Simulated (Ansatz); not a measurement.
**Band gap of AlIn2N3 (Cmc2_1) from density functionals to GW**

What gap does each level of theory give for AlIn2N3 (Cmc2_1), and in what time?

Calculated with Ansatz 0.2.0; density functionals, hybrids and G0W0, plane waves, PAW.

Most raw output is cut from this account.

## Step 1: Set-up

Symmetry: Cmc2_1, No. 36, orthorhombic system. The conventional cell has a = 10.296 Å, b = 5.926 Å, c = 5.500 Å, α = 90.00°, β = 90.00°, γ = 90.00°. Al has 4 N at 1.90 to 1.92 Å nearest. Nearest to In lie 4 N at 2.18 to 2.20 Å. Nearest to N lie 1 Al at 1.90 Å and 3 In at 2.18 to 2.20 Å. Nearest to N lie 2 Al at 1.91 to 1.92 Å and 2 In at 2.19 Å. Farther neighbours and most contacts between anions are not listed.

The cell and positions are those that the Materials Project relaxed with its own functionals (PBE, PBE+U or r2SCAN), kept fixed.

The logs state that the PAW files were generated under PBE.

## Step 2: PBE on the 6×6×4 mesh

Levels along a band path and on the mesh show where this functional puts the band edges.

This step: DFT, PBE, plane waves, PAW; PAW set soft_1.

The input, input.yaml:

```yaml
crystal:
  lattice:
    - [5.1481021059, -2.9628729689, 0.0]
    - [5.1481021059, 2.9628729689, 0.0]
    - [0.0, 0.0, 5.500038]
  atoms:
    - { symbol: Al, position: [0.341243, 0.658757, 0.989218] }
    - { symbol: Al, position: [0.658757, 0.341243, 0.489218] }
    - { symbol: In, position: [0.988295, 0.335413, 0.987121] }
    - { symbol: In, position: [0.664587, 0.011705, 0.987121] }
    - { symbol: In, position: [0.011705, 0.664587, 0.487121] }
    - { symbol: In, position: [0.335413, 0.988295, 0.487121] }
    - { symbol: "N", position: [0.968855, 0.332959, 0.385637] }
    - { symbol: "N", position: [0.667041, 0.031145, 0.385637] }
    - { symbol: "N", position: [0.031145, 0.667041, 0.885637] }
    - { symbol: "N", position: [0.332959, 0.968855, 0.885637] }
    - { symbol: "N", position: [0.368643, 0.631357, 0.337266] }
    - { symbol: "N", position: [0.631357, 0.368643, 0.837266] }
kpoints:
  mp_grid: { grid: [6, 6, 4] }
  band_path:
    path:
      - [[0.0, 0.0, 0.0], [0.5, 0.5, 0.0], [0.3328079, 0.6671921, 0.0]]
      - [[-0.3328079, 0.3328079, 0.0], [0.0, 0.0, 0.0], [0.0, 0.0, 0.5], [-0.3328079, 0.3328079, 0.5]]
      - [[0.3328079, 0.6671921, 0.5], [0.5, 0.5, 0.5], [0.5, 0.5, 0.0]]
      - [[0.0, 0.0, 0.0], [0.0, 0.5, 0.0], [0.0, 0.5, 0.5], [0.0, 0.0, 0.5], [0.5, 0.5, 0.5]]
    npoints: 10
hamiltonian:
  xc: pbe
  pseudopotentials: { kind: paw, azcp: { folder: soft_1 } }
scf:
  occupations: { method: fermi_dirac, width: 0.02 }
  n_extra_bands: 8
output:
  eigenvalues: true
  forces: true
  stress: true
  write_density: true
  write_potential: true
  elf: true
  volumetric_format: npy
```

On the command line:

```sh
> ansatz run input.yaml --threads 2 --pin off --max-ram 92160MiB --backend cuda --events-out ev --progress --plain --runs-dir out --devices 1 --max-vram 13GiB
```

Run time: 11 s. Hardware: 1 × NVIDIA H100 80GB HBM3 (shared by 6 runs) with 2 threads of AMD EPYC 7R13 (Zen 3), shared host; peak memory 1.1 GiB.

This step gave:

```yaml
pressure: -0.1502 GPa
filled_bands: 44
gap: 0.8805 eV
valence_top_at: Γ
conduction_bottom_at: Γ
least_direct_gap: 0.8805 eV
```

Over mesh and path the gap is 0.881 eV, direct, at k = Γ.

## Step 3: PBE+SOC on the 6×6×4 mesh

This run has two-component orbitals with spin-orbit coupling.

This step: DFT, PBE with spin-orbit coupling, plane waves, PAW; PAW set soft_1.

input.yaml, the sections that differ from step 2:

```yaml
kpoints:
  mp_grid: { grid: [6, 6, 4] }
  band_path:
    path:
      - [0.0, 0.0, 0.0]
      - [0.5, 0.5, 0.0]
      - [0.3328079, 0.6671921, 0.0]
      - [-0.3328079, 0.3328079, 0.0]
      - [0.0, 0.0, 0.5]
      - [-0.3328079, 0.3328079, 0.5]
      - [0.3328079, 0.6671921, 0.5]
      - [0.5, 0.5, 0.5]
    npoints: 1
hamiltonian:
  xc: pbe
  pseudopotentials: { kind: paw_fr, azcp: { folder: soft_1 } }
scf:
  occupations: { method: fermi_dirac, width: 0.02 }
  n_extra_bands: 16
magnetization:
  noncollinear: true
  spin_orbit: true
# crystal, output: as in step 2
```

Run time: 18 s. Hardware: 1 × NVIDIA H100 80GB HBM3 (shared by 6 runs) with 2 threads; peak memory 1.5 GiB; 21 s of CPU time.

Numbers from this step:

- pressure: -0.2176 GPa
- gap: 0.8815 eV
- valence top at: Γ
- conduction bottom at: Γ
- least direct gap: 0.8815 eV

Over mesh and listed points the gap is 0.882 eV, direct, at k = Γ. PBE+SOC against PBE: 0.882 − 0.881 = +0.001 eV, with the same mesh, set of files (read in its fully relativistic form for the spin-orbit run) and cutoff, and both edges at the same k points. The spin-orbit run sees mesh and listed points alone, so its gap is an upper bound: the coupling can move an edge off these points, the more so as this crystal has no centre of inversion, and the change over the zone, its sign included where it is small, is not known.

## Step 4: r2SCAN on the 6×6×4 mesh

r2SCAN is a meta-GGA: it depends on the kinetic-energy density as well as on the density and its gradient.

This step: DFT, r2SCAN, plane waves, PAW; PAW set soft_1.

Changes to input.yaml since step 3:

```diff
@@ -32,10 +32,7 @@
 hamiltonian:
-  xc: pbe
-  pseudopotentials: { kind: paw_fr, azcp: { folder: soft_1 } }
+  xc: r2scan
+  pseudopotentials: { kind: paw, azcp: { folder: soft_1 } }
 scf:
-  occupations: { method: fermi_dirac, width: 0.02 }
-  n_extra_bands: 16
-magnetization:
-  noncollinear: true
-  spin_orbit: true
+  occupations: { method: fixed }
+  n_extra_bands: 8
 output:
@@ -44,5 +41 @@
   stress: true
-  write_density: true
-  write_potential: true
-  elf: true
-  volumetric_format: npy
```

Elapsed: 12 s, on 1 × NVIDIA H100 80GB HBM3 (shared by 6 runs) with 2 threads; peak memory 1.2 GiB; 13 s of CPU time.

This step gave:

* pressure: -4.273 GPa
* gap: 1.222 eV
* valence top at: Γ
* conduction bottom at: Γ
* least direct gap: 1.222 eV

Over mesh and listed points the gap is 1.222 eV, direct, at k = Γ. The pressure in this cell is -4 GPa; the cell is kept. r2SCAN against PBE: 1.222 − 0.881 = +0.341 eV. The runs also differ in plane-wave cutoff (420 eV and 500 eV), so how much of this comes from the functional alone is not known.

## Step 5: HSE06 on the 6×6×4 mesh

HSE06 mixes in a quarter of exact exchange at short range.

This step: DFT, HSE06, plane waves, PAW; PAW set soft_1.

Changes to input.yaml since step 4:

```diff
@@ -32,3 +32,3 @@
 hamiltonian:
-  xc: r2scan
+  xc: hse06
   pseudopotentials: { kind: paw, azcp: { folder: soft_1 } }
@@ -39,3 +39 @@
   eigenvalues: true
-  forces: true
-  stress: true
```

Wall time 2.2 min (1 × NVIDIA H100 80GB HBM3 (shared by 6 runs) with 2 threads); peak memory 2.6 GiB.

Numbers from this step:

```yaml
gap: 1.907 eV
valence_top_at: Γ
conduction_bottom_at: Γ
least_direct_gap: 1.907 eV
exact_exchange_fraction: 0.25
```

Over mesh and listed points the gap is 1.907 eV, direct, at k = Γ. HSE06 against PBE: 1.907 − 0.881 = +1.026 eV, with the same mesh, files and cutoff, and both edges at the same k points.

## Step 6: G0W0@PBE, 6×6×4 mesh, 920 empty bands, screening to 180 eV, PAW set soft_1 files

G0W0 replaces the xc potential by a self-energy built once from the orbitals of the start. Levels are corrected in the window of bands that the input names, at points of the mesh.

This step: G0W0 on PBE, plane waves, PAW; PAW set soft_1.

Changes to input.yaml since step 5:

```diff
@@ -20,15 +20,4 @@
   mp_grid: { grid: [6, 6, 4] }
-  band_path:
-    path:
-      - [0.0, 0.0, 0.0]
-      - [0.5, 0.5, 0.0]
-      - [0.3328079, 0.6671921, 0.0]
-      - [-0.3328079, 0.3328079, 0.0]
-      - [0.0, 0.0, 0.5]
-      - [-0.3328079, 0.3328079, 0.5]
-      - [0.3328079, 0.6671921, 0.5]
-      - [0.5, 0.5, 0.5]
-    npoints: 1
 hamiltonian:
-  xc: hse06
+  xc: pbe
   pseudopotentials: { kind: paw, azcp: { folder: soft_1 } }
@@ -36,4 +25,7 @@
   occupations: { method: fixed }
-  n_extra_bands: 8
-output:
-  eigenvalues: true
+gw:
+  n_empty_bands: 920
+  ecut_chi: 180.0
+  qp_bands: [v4, c4]
+  qp_kpoints: band_edges
+  screening: { model: contour_deformation }
```

Wall time 14 min (1 × NVIDIA H100 80GB HBM3 (shared by 6 runs) with 2 threads); peak memory 9.1 GiB; 22 min of CPU time.

This step gave:

```yaml
bands_summed: 964
rpa_eps_infinity_on_this_mesh_eigenvalues: 7.282, 7.312, 7.498
plane_waves_in_the_screening_matrix: 925
g0w0_gap_over_the_corrected_points: 1.634 eV
k_of_the_valence_top: 0, 0, 0
k_of_the_conduction_bottom: 0, 0, 0
starting_gap_on_the_mesh: 0.8805 eV
z_at_the_valence_top: 0.7338
z_at_the_conduction_bottom: 0.7784
least_direct_g0w0_gap_over_the_corrected_points: 1.634 eV
```

Over 33 of 39 irreducible mesh points the G0W0 gap is 1.634 eV, direct, at k = Γ. The PBE gap of this run on the mesh is 0.881 eV. The two states that bound the G0W0 gap lie that far apart at the start, so the correction of the gap is 1.634 − 0.881 = +0.753 eV.

## Step 7: The ladder

Each gap is the least one over the points named; times are wall times on shared hosts, not benchmarks. A G0W0 time includes the run's own self-consistent start. Runs with listed points see these and the mesh alone, so an edge that moves elsewhere is missed. Rows marked * are further runs, not shown as steps, whose inputs differ from the G0W0 step on the same start in the columns given; solver thresholds can differ too.

```csv
level,mesh,"files, cutoff","bands summed, screening",points,gap (eV),valence top,conduction bottom,least direct gap (eV),time
PBE,6×6×4,"soft_1 PAW, 420 eV",-,mesh and path,0.881,Γ,Γ,0.881,11 s
PBE+SOC,6×6×4,"soft_1 PAW, 420 eV",-,mesh and listed points,0.882,Γ,Γ,0.882,18 s
r2SCAN,6×6×4,"soft_1 PAW, 500 eV",-,mesh and listed points,1.222,Γ,Γ,1.222,12 s
HSE06,6×6×4,"soft_1 PAW, 420 eV",-,mesh and listed points,1.907,Γ,Γ,1.907,2.2 min
G0W0@PBE*,6×6×4,"soft_1 PAW, 420 eV","195, 54 eV",33 of 39 irreducible mesh points,1.347,Γ,Γ,1.347,2.4 min
G0W0@PBE*,6×6×4,"soft_1 PAW, 420 eV","471, 108 eV",33 of 39 irreducible mesh points,1.563,Γ,Γ,1.563,5.9 min
G0W0@PBE,6×6×4,"soft_1 PAW, 420 eV","964, 180 eV",33 of 39 irreducible mesh points,1.634,Γ,Γ,1.634,14 min
G0W0@PBE*,3×3×2,"soft_1 PAW, 420 eV","471, 108 eV",7 of 8 irreducible mesh points,1.425,Γ,Γ,1.425,26 s
```

## Step 8: What came out

* PBE, over mesh and path: 0.881 eV
* PBE+SOC, over mesh and listed points: 0.882 eV
* r2SCAN, over mesh and listed points: 1.222 eV
* HSE06, over mesh and listed points: 1.907 eV
* G0W0@PBE (964 bands, 6×6×4), over 33 of 39 irreducible mesh points: 1.634 eV
* known limits: finite bands, screening cutoff and k mesh; no spin-orbit coupling in G0W0; d shells not analysed

The rows run from 0.881 eV (PBE) to 1.907 eV (HSE06). They differ in mesh, plane-wave cutoff, bands and screening cutoff of G0W0 and the points over which the gap was sought as well as in level, so only pairs that share these are like for like. PBE+SOC against PBE: 0.882 − 0.881 = +0.001 eV, with the same mesh, set of files (read in its fully relativistic form for the spin-orbit run) and cutoff, and both edges at the same k points. The spin-orbit run sees mesh and listed points alone, so its gap is an upper bound: the coupling can move an edge off these points, the more so as this crystal has no centre of inversion, and the change over the zone, its sign included where it is small, is not known. HSE06 against PBE: 1.907 − 0.881 = +1.026 eV, with the same mesh, files and cutoff, and both edges at the same k points. G0W0@PBE (964 bands, 6×6×4) moves the gap of its own start on the mesh by 1.634 − 0.881 = +0.753 eV, between the same two levels. Both edges that PBE shows over mesh and path lie at k points where levels were corrected. Levels at other points were not corrected, so a lower G0W0 gap elsewhere in the zone is not ruled out. What spin-orbit coupling does to the G0W0 levels was not computed, so no sum with the G0W0 gap is formed. For G0W0@PBE: from 195 bands and 54 eV to 964 bands and 180 eV the gap moves by 1.634 − 1.347 = +0.287 eV (rung by rung 1.347, 1.563, 1.634 eV); bands and screening cutoff rise together, so their parts are not told apart. A line in one over the bands through the two highest rungs gives 1.634 + (1.634 − 1.563) × 471 / (964 − 471) = 1.702 eV, and through the pair below 1.563 + (1.563 − 1.347) × 195 / (471 − 195) = 1.716 eV. The two agree within 0.03 eV and the same two states bound the gap in each rung, so 1.702 eV is taken as an estimate of the limit on this mesh. With the 3×3×2 mesh in place of the 6×6×4 mesh and all else as in the G0W0@PBE row with 471 bands, the gap differs by 1.425 − 1.563 = −0.138 eV, and that of the start by 0.879 − 0.881 = −0.002 eV. The G0W0 runs are scalar-relativistic. One-shot GW is known to converge slowly in bands for compounds with shallow d shells. The cell holds In; the filling of the d shell and its place against the gap were not analysed here. G0W0 is shown with one set of atomic data (soft_1 PAW), so the error from the files is not known here. Failed or unusable runs of this series, left out of the table: G0W0@HSE06 (6×6×4 mesh, soft_1 PAW files, 420 eV, 920 empty bands) reached its time limit after 11 min.

[Paths, hosts, dates, memory and timing lines, banners, echoed tables and standing remarks are left out of the program output.]

[Logs are printed without paths, hosts, clocks, repeated set-up lines and the standing remarks that a program may print on its own settings, such as how far it seeks lower states.]

[Runs of the session that timed out or met a known fault of the program may be left out.]

[Cells called generated may have been cut or substituted from an entry of the Crystallography Open Database or the Materials Project.]

[Hosts, paths, dates, database ids (printed as entryN), source tags and the programs' standing remarks are cut or masked in the printed files.]

[Where an RPA ε∞ is given, it is that of the G0W0 mesh and is not shown converged in it. Names of k-points follow the symmetry that the program found, which can be lower than the space group named. Band edges on a path are those of the sampled points; other points can move an edge, and change direct to indirect where valleys lie close.]

[Hybrid gaps are those of their k-mesh and are not shown converged in it.]
